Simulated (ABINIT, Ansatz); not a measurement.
# Zr (Zirconium): phonons by linear response, part 3 of 4

How does Zr (Zirconium) vibrate, and is this structure a minimum?

ABINIT 10.8.3; DFT LDA, scalar-relativistic, plane waves, PseudoDojo norm-conserving pseudopotentials.

So far. Step 4 (Ground state): The cell stands at -0.48 GPa: the relaxation ran with a smoothed and higher cutoff, and the difference is a stress of the finite basis. Step 5 (Zone-centre response): The acoustic modes at Γ come out as far as 4.1 cm⁻¹ from zero, where they should vanish, a small numerical error. The relaxed cell has a = 3.146, c = 5.091 Å (conventional setting).

### 7. Dispersion

anaddb transforms the dynamical matrices to force constants and back along the path; points of the mesh come back as solved, but for the sum rule and, in polar crystals, the LO-TO term at Γ; the rest is interpolation.

Input file anaddb.abi:

```
ddb_filepath "all_DDB"
output_file "anaddb.abo"
outdata_prefix "anaddb"
ifcflag 1
ngqpt 3 3 2
nqshft 1
q1shft 0.0 0.0 0.0
asr 1
chneut 0
dipdip 0
dipquad 0
quadquad 0
enunit 0
eivec 0
nph1l 93
qph1l 
    0.0 0.0 0.0 1.0
    0.05 0.0 0.0 1.0
    0.1 0.0 0.0 1.0
    0.15 0.0 0.0 1.0
    0.2 0.0 0.0 1.0
    0.25 0.0 0.0 1.0
    0.3 0.0 0.0 1.0
    0.35 0.0 0.0 1.0
    0.4 0.0 0.0 1.0
    0.45 0.0 0.0 1.0
    0.5 0.0 0.0 1.0
    0.48333333 0.03333333 0.0 1.0
    0.46666667 0.06666667 0.0 1.0
    0.45 0.1 0.0 1.0
    0.43333333 0.13333333 0.0 1.0
    0.41666667 0.16666667 0.0 1.0
    0.4 0.2 0.0 1.0
    0.38333333 0.23333333 0.0 1.0
    0.36666667 0.26666667 0.0 1.0
    0.35 0.3 0.0 1.0
    0.33333333 0.33333333 0.0 1.0
    0.3 0.3 0.0 1.0
    0.26666667 0.26666667 0.0 1.0
    0.23333333 0.23333333 0.0 1.0
    0.2 0.2 0.0 1.0
    0.16666667 0.16666667 0.0 1.0
    0.13333333 0.13333333 0.0 1.0
    0.1 0.1 0.0 1.0
    0.06666667 0.06666667 0.0 1.0
    0.03333333 0.03333333 0.0 1.0
    0.0 0.0 0.0 1.0
    0.0 0.0 0.05 1.0
    0.0 0.0 0.1 1.0
    0.0 0.0 0.15 1.0
    0.0 0.0 0.2 1.0
    0.0 0.0 0.25 1.0
    0.0 0.0 0.3 1.0
    0.0 0.0 0.35 1.0
    0.0 0.0 0.4 1.0
    0.0 0.0 0.45 1.0
    0.0 0.0 0.5 1.0
    0.05 0.0 0.5 1.0
    0.1 0.0 0.5 1.0
    0.15 0.0 0.5 1.0
    0.2 0.0 0.5 1.0
    0.25 0.0 0.5 1.0
    0.3 0.0 0.5 1.0
    0.35 0.0 0.5 1.0
    0.4 0.0 0.5 1.0
    0.45 0.0 0.5 1.0
    0.5 0.0 0.5 1.0
    0.48333333 0.03333333 0.5 1.0
    0.46666667 0.06666667 0.5 1.0
    0.45 0.1 0.5 1.0
    0.43333333 0.13333333 0.5 1.0
    0.41666667 0.16666667 0.5 1.0
    0.4 0.2 0.5 1.0
    0.38333333 0.23333333 0.5 1.0
    0.36666667 0.26666667 0.5 1.0
    0.35 0.3 0.5 1.0
    0.33333333 0.33333333 0.5 1.0
    0.3 0.3 0.5 1.0
    0.26666667 0.26666667 0.5 1.0
    0.23333333 0.23333333 0.5 1.0
    0.2 0.2 0.5 1.0
    0.16666667 0.16666667 0.5 1.0
    0.13333333 0.13333333 0.5 1.0
    0.1 0.1 0.5 1.0
    0.06666667 0.06666667 0.5 1.0
    0.03333333 0.03333333 0.5 1.0
    0.0 0.0 0.5 1.0
    0.5 0.0 0.5 1.0
    0.5 0.0 0.45 1.0
    0.5 0.0 0.4 1.0
    0.5 0.0 0.35 1.0
    0.5 0.0 0.3 1.0
    0.5 0.0 0.25 1.0
    0.5 0.0 0.2 1.0
    0.5 0.0 0.15 1.0
    0.5 0.0 0.1 1.0
    0.5 0.0 0.05 1.0
    0.5 0.0 0.0 1.0
    0.33333333 0.33333333 0.5 1.0
    0.33333333 0.33333333 0.45 1.0
    0.33333333 0.33333333 0.4 1.0
    0.33333333 0.33333333 0.35 1.0
    0.33333333 0.33333333 0.3 1.0
    0.33333333 0.33333333 0.25 1.0
    0.33333333 0.33333333 0.2 1.0
    0.33333333 0.33333333 0.15 1.0
    0.33333333 0.33333333 0.1 1.0
    0.33333333 0.33333333 0.05 1.0
    0.33333333 0.33333333 0.0 1.0
```

Input file mrgddb.in:

```
all_DDB
merged
6
dfpt_gammao_DDB
dfpt_qo_DS1_DDB
dfpt_qo_DS2_DDB
dfpt_qo_DS3_DDB
dfpt_qo_DS4_DDB
dfpt_qo_DS5_DDB
```

Started as:

```
$ mrgddb < mrgddb.in > mrgddb.log
$ OMP_NUM_THREADS=1 anaddb anaddb.abi > anaddb.log
```

anaddb.abo, the main output file:

```text
[banners, grids, parts of the stress and lines that vanish by symmetry left out]
-outvars_anaddb: echo values of input variables ----------------------

 Flags :
[...]
Phonon wavevector (reduced coordinates) :  0.00000  0.00000  0.00000
 Phonon energies in Hartree :
[...]
Phonon frequencies in cm-1    :
-  0.000000E+00  0.000000E+00  0.000000E+00  4.918456E+01  4.918456E+01
-  1.685270E+02
[...]
Phonon wavevector (reduced coordinates) :  0.05000  0.00000  0.00000
 Phonon energies in Hartree :
[...]
Phonon frequencies in cm-1    :
-  8.509166E+00  9.086291E+00  2.334540E+01  5.438596E+01  5.786728E+01
-  1.689528E+02
[...]
Phonon wavevector (reduced coordinates) :  0.10000  0.00000  0.00000
 Phonon energies in Hartree :
[...]
Phonon frequencies in cm-1    :
-  1.822184E+01  1.825294E+01  4.747526E+01  6.687968E+01  7.694939E+01
-  1.700363E+02
[...]
Phonon wavevector (reduced coordinates) :  0.15000  0.00000  0.00000
 Phonon energies in Hartree :
[...]
Phonon frequencies in cm-1    :
-  2.747711E+01  2.803571E+01  7.157558E+01  8.241816E+01  9.862752E+01
-  1.712663E+02
[...]
Phonon wavevector (reduced coordinates) :  0.20000  0.00000  0.00000
 Phonon energies in Hartree :
[...]
Phonon frequencies in cm-1    :
-  3.684920E+01  3.693914E+01  9.466136E+01  9.862278E+01  1.196364E+02
-  1.719884E+02
[...]
Phonon wavevector (reduced coordinates) :  0.25000  0.00000  0.00000
 Phonon energies in Hartree :
[...]
Phonon frequencies in cm-1    :
-  4.425904E+01  4.666111E+01  1.141347E+02  1.159760E+02  1.384765E+02
-  1.716133E+02
  Phonon wavevector (reduced coordinates) :  0.30000  0.00000  0.00000
 Phonon energies in Hartree :
[...]
Phonon frequencies in cm-1    :
-  5.013831E+01  5.656039E+01  1.280201E+02  1.349064E+02  1.542564E+02
-  1.698027E+02
  Phonon wavevector (reduced coordinates) :  0.35000  0.00000  0.00000
 Phonon energies in Hartree :
[...]
Phonon frequencies in cm-1    :
-  5.451890E+01  6.627614E+01  1.395652E+02  1.509196E+02  1.663835E+02
-  1.666230E+02
  Phonon wavevector (reduced coordinates) :  0.40000  0.00000  0.00000
 Phonon energies in Hartree :
[...]
Phonon frequencies in cm-1    :
-  5.750995E+01  7.500533E+01  1.482169E+02  1.626831E+02  1.635364E+02
-  1.744808E+02
  Phonon wavevector (reduced coordinates) :  0.45000  0.00000  0.00000
 Phonon energies in Hartree :
[...]
Phonon frequencies in cm-1    :
-  5.923857E+01  8.139050E+01  1.535723E+02  1.592177E+02  1.722891E+02
-  1.784036E+02
  Phonon wavevector (reduced coordinates) :  0.50000  0.00000  0.00000
 Phonon energies in Hartree :
[...]
Phonon frequencies in cm-1    :
-  5.980262E+01  8.379406E+01  1.553852E+02  1.577950E+02  1.760709E+02
-  1.788884E+02
  Phonon wavevector (reduced coordinates) :  0.48333  0.03333  0.00000
 Phonon energies in Hartree :
[...]
Phonon frequencies in cm-1    :
-  6.171850E+01  8.418025E+01  1.545356E+02  1.573663E+02  1.772760E+02
-  1.784624E+02
  Phonon wavevector (reduced coordinates) :  0.46667  0.06667  0.00000
 Phonon energies in Hartree :
[...]
Phonon frequencies in cm-1    :
-  6.707103E+01  8.534229E+01  1.525106E+02  1.560878E+02  1.771926E+02
-  1.803370E+02
  Phonon wavevector (reduced coordinates) :  0.45000  0.10000  0.00000
 Phonon energies in Hartree :
[...]
Phonon frequencies in cm-1    :
-  7.494912E+01  8.728771E+01  1.501341E+02  1.539815E+02  1.751035E+02
-  1.843378E+02
[...]
Phonon wavevector (reduced coordinates) :  0.10000  0.00000  0.50000
 Phonon energies in Hartree :
[...]
Phonon frequencies in cm-1    :
-  4.861033E+01  4.861033E+01  5.614037E+01  5.614037E+01  1.389400E+02
-  1.389400E+02
  Phonon wavevector (reduced coordinates) :  0.15000  0.00000  0.50000
 Phonon energies in Hartree :
[...]
Phonon frequencies in cm-1    :
-  5.983796E+01  5.983796E+01  7.167318E+01  7.167318E+01  1.429984E+02
-  1.429984E+02
  Phonon wavevector (reduced coordinates) :  0.20000  0.00000  0.50000
 Phonon energies in Hartree :
[...]
Phonon frequencies in cm-1    :
-  7.167481E+01  7.167481E+01  8.593887E+01  8.593887E+01  1.486880E+02
-  1.486880E+02
  Phonon wavevector (reduced coordinates) :  0.25000  0.00000  0.50000
 Phonon energies in Hartree :
[...]
Phonon frequencies in cm-1    :
-  8.301864E+01  8.301864E+01  9.737960E+01  9.737960E+01  1.558742E+02
-  1.558742E+02
  Phonon wavevector (reduced coordinates) :  0.30000  0.00000  0.50000
 Phonon energies in Hartree :
[...]
Phonon frequencies in cm-1    :
-  9.315372E+01  9.315372E+01  1.055294E+02  1.055294E+02  1.639527E+02
-  1.639527E+02
  Phonon wavevector (reduced coordinates) :  0.35000  0.00000  0.50000
 Phonon energies in Hartree :
[...]
Phonon frequencies in cm-1    :
-  1.015613E+02  1.015613E+02  1.107861E+02  1.107861E+02  1.718266E+02
-  1.718266E+02
[...]
Phonon wavevector (reduced coordinates) :  0.33333  0.33333  0.05000
 Phonon energies in Hartree :
[...]
Phonon frequencies in cm-1    :
-  1.182251E+02  1.182251E+02  1.423124E+02  1.423124E+02  1.441112E+02
-  2.040493E+02
  Phonon wavevector (reduced coordinates) :  0.33333  0.33333  0.00000
 Phonon energies in Hartree :
[...]
Phonon frequencies in cm-1    :
-  1.205385E+02  1.205385E+02  1.402249E+02  1.402249E+02  1.438473E+02
-  2.045000E+02
-
```

Wall time 0.52 s (1 thread of Arm Neoverse V1, shared host).

Read from the output:

```
lowest frequency on the path : 0 cm⁻¹
```

Anaddb. The phonon branches at the labelled points (cm⁻¹):

```tsv
point	branch 1	branch 2	branch 3	branch 4	branch 5	branch 6
Γ	0	0	0	49	49	168
halfway	44	47	114	116	138	172
M	60	84	155	158	176	179
halfway	94	95	146	147	169	193
K	120	120	140	140	144	204
halfway	55	74	102	145	147	170
Γ	0	0	0	49	49	168
halfway	20	20	46	46	79	162
A	36	36	36	36	136	136
halfway	83	83	97	97	156	156
L	113	113	116	116	184	184
halfway	82	82	149	149	182	182
H	69	69	170	170	176	176
halfway	79	79	116	116	161	161
A	36	36	36	36	136	136
jump to L	113	113	116	116	184	184
halfway	78	99	139	144	178	184
M	60	84	155	158	176	179
jump to H	69	69	170	170	176	176
halfway	92	92	151	163	163	194
K	120	120	140	140	144	204
```

The phonon branches as a text plot (rows in cm⁻¹):

```
    200 |          ****                                        **
    192 |              *                                      *
    183 |         *     *                 ****           *** *
    175 |  **  ****        *            **    *****       ****
    166 |**  ***   *    *** *****      *      ***             *
    158 |    *  *** * ****       *    *      *   * *        ****
    149 |     **  *    *  *                       * **     *   *
    141 |     *    ****           ****      *         **  *     *
    132 |    *      * **                   *            *
    124 |   *       **  *         *                      *
    115 |              * *              ***        *            *
    107 |          ** *    *     *     * *               *
     98 |  **      *    * **          * *  *        *    **    *
     89 |         *    * *             *    *              *
     81 | **    **      *   *         *      *    ** *    * * *
     72 |  *   *  *       ***        *        ****  *        *
     64 | *   *  *       *   *  *    *               **    **
     55 |*   ****         *  *      *                 *
     47 | *  *             ** ****  *                  *
     38 |   *                     **                   **
     30 |  *               *** * **
     21 |**                 *
     13 |*                   *  *
      4 |*                    **
         Γ      M    K        Γ   A       L    H       A|L M|H  K
```

All branches are real along the path.

### 8. Density of states

Sums over the zone need many more wavevectors than were solved, so the interpolation is sampled on a dense mesh.

Input file anaddb.abi:

```
ddb_filepath "all_DDB"
output_file "anaddb.abo"
outdata_prefix "anaddb"
ifcflag 1
ngqpt 3 3 2
nqshft 1
q1shft 0.0 0.0 0.0
asr 1
chneut 0
dipdip 0
dipquad 0
quadquad 0
prtdos 2
ng2qpt 17 17 9
dosdeltae 4.5563e-06
ntemper 11
temperinc 100.0
tempermin 0.0
```

Started as:

```
$ OMP_NUM_THREADS=1 anaddb anaddb.abi > anaddb.log
```

anaddb.abo, the main output file:

```text
-outvars_anaddb: echo values of input variables ----------------------

 Flags :
     ifcflag         1
 Miscellaneous information :
         asr         1
      chneut         0
 Interatomic Force Constants Inputs :
      dipdip         0
     dipquad         0
    quadquad         0
      ifcana         0
      ifcout         0
 Description of grid 1 :
        brav         1
       ngqpt         3         3         2
      nqshft         1
      q1shft
                     0.00000000E+00  0.00000000E+00  0.00000000E+00
 Phonon DOS information :
   dosdeltae  4.55630000E-06
    dossmear  4.55633525E-06
 Description of grid 2 (Fourier interp. or BZ sampling):
      ng2qpt        17        17         9
      ngrids         4
      q2shft         0.00000000E+00  0.00000000E+00  0.00000000E+00

================================================================================

 read the DDB information and perform some checks

  ==== Info on the Cryst% object ====
 Real(R)+Recip(G) space primitive vectors, cartesian coordinates (Bohr,Bohr^-1):
 R(1)=  5.9455438  0.0000000  0.0000000  G(1)=  0.1681932  0.0971064  0.0000000
 R(2)= -2.9727719  5.1489920  0.0000000  G(2)=  0.0000000  0.1942128  0.0000000
 R(3)=  0.0000000  0.0000000  9.6211989  G(3)=  0.0000000  0.0000000  0.1039372
 Unit cell volume ucvol=  2.9453912E+02 bohr^3
 Angles (23,13,12)=  9.00000000E+01  9.00000000E+01  1.20000000E+02 degrees
 Time-reversal symmetry is present
 Reduced atomic positions [iatom, xred, symbol]:
    1)    0.3333333  0.6666667  0.2500000  Zr
    2)    0.6666667  0.3333333  0.7500000  Zr

 DDB file with 6 blocks has been read.

================================================================================

 Calculation of the interatomic forces

       Homogeneous q point set in the B.Z.
 Grid q points  :       18
  1)   0.00000000E+00  0.00000000E+00  0.00000000E+00
  2)   3.33333333E-01  0.00000000E+00  0.00000000E+00
  3)  -3.33333333E-01  0.00000000E+00  0.00000000E+00
  4)   0.00000000E+00  3.33333333E-01  0.00000000E+00
  5)   3.33333333E-01  3.33333333E-01  0.00000000E+00
  6)  -3.33333333E-01  3.33333333E-01  0.00000000E+00
  7)   0.00000000E+00 -3.33333333E-01  0.00000000E+00
  8)   3.33333333E-01 -3.33333333E-01  0.00000000E+00
  9)  -3.33333333E-01 -3.33333333E-01  0.00000000E+00
 10)   0.00000000E+00  0.00000000E+00  5.00000000E-01
 11)   3.33333333E-01  0.00000000E+00  5.00000000E-01
 12)  -3.33333333E-01  0.00000000E+00  5.00000000E-01
 13)   0.00000000E+00  3.33333333E-01  5.00000000E-01
 14)   3.33333333E-01  3.33333333E-01  5.00000000E-01
 15)  -3.33333333E-01  3.33333333E-01  5.00000000E-01
 16)   0.00000000E+00 -3.33333333E-01  5.00000000E-01
 17)   3.33333333E-01 -3.33333333E-01  5.00000000E-01
 18)  -3.33333333E-01 -3.33333333E-01  5.00000000E-01

 The interatomic forces have been obtained

================================================================================

 Calculation of phonon density of states

 Average speed of sound partial sums:     0.1128881686E-02 (at units)
-                                   =           2.4696 [km/s]

 Debye frequency from partial sums:     0.6613292873E-03 (Ha)
-                                 =     0.4351337678E+01 (THz)
-Debye temperature from partial sums:     0.2088312721E+03 (K)

 Average speed of sound:     0.8131601383E-03 (at units)
-                      =           1.7789 [km/s]

 Debye frequency from DOS:     0.4763711039E-03 (Ha)
-                        =     0.3134371292E+01 (THz)
-Debye temperature from DOS:     0.1504260971E+03 (K)

-
```

Wall time 0.6 s (1 thread).

Numbers from this step:

| Property | Result |
| --- | --- |
| share of modes beyond 3i cm⁻¹ on the dense interpolated mesh | 0 |
| zero-point energy per atom | 22.64 meV |
| heat capacity at 300 K | 24.17 J/(mol atoms K) |
| vibrational entropy at 300 K | 40.73 J/(mol atoms K) |

The phonon density of states has structure finer than the step of the table below, so its rows give means over 10 cm⁻¹, whole bins alone (the curve runs from -30 to 235 cm⁻¹). Peaks (cm⁻¹: height): 76.0: 0.0698, 158.0: 0.0527, 171.0: 0.0972, 185.0: 0.0581.

Tetrahedra. Phonon density of states against wavenumber; means over each step:

wavenumber (cm⁻¹), phonon density of states (1/cm⁻¹/cell) and a bar:
```
      -10     0.0000 
        0     0.0000 
       10     0.0006 
       20     0.0023 #
       30     0.0053 ##
       40     0.0099 ####
       50     0.0165 #######
       60     0.0260 ############
       70     0.0425 ###################
       80     0.0541 ########################
       90     0.0421 ###################
      100     0.0359 ################
      110     0.0288 #############
      120     0.0313 ##############
      130     0.0421 ###################
      140     0.0388 #################
      150     0.0431 ###################
      160     0.0431 ###################
      170     0.0668 ##############################
      180     0.0545 ########################
      190     0.0114 #####
      200     0.0030 #
      210     0.0000
```

Harmonic thermodynamic functions per atom, summed over the density of states scaled to three modes an atom; melting is ignored. Thermodynamic functions:

```tsv
T (K)	F_vib (meV/atom)	S (J/mol-atom/K)	C_V (J/mol-atom/K)
0	22.64	0	0
50	21.73	5.625	10.65
100	16.03	16.15	19.17
200	-9.1	31.09	23.25
300	-46.62	40.73	24.17
400	-92.63	47.73	24.5
500	-145.1	53.22	24.66
600	-202.6	57.73	24.75
700	-264.5	61.54	24.8
800	-330	64.86	24.83
900	-398.8	67.78	24.86
1000	-470.4	70.4	24.87
```

At 300 K the heat capacity has reached 97 % of the Dulong-Petit value.

[end of part 3 of 4]

[Host names and launcher messages were left out of these logs when they were recorded.]

[Logs are printed without paths, hosts, clocks, repeated set-up lines and the standing remarks that a program may print on its own settings, such as how far it seeks lower states.]

[Hosts, paths, dates, database ids (printed as entryN), source tags and the programs' standing remarks are cut or masked in the printed files.]
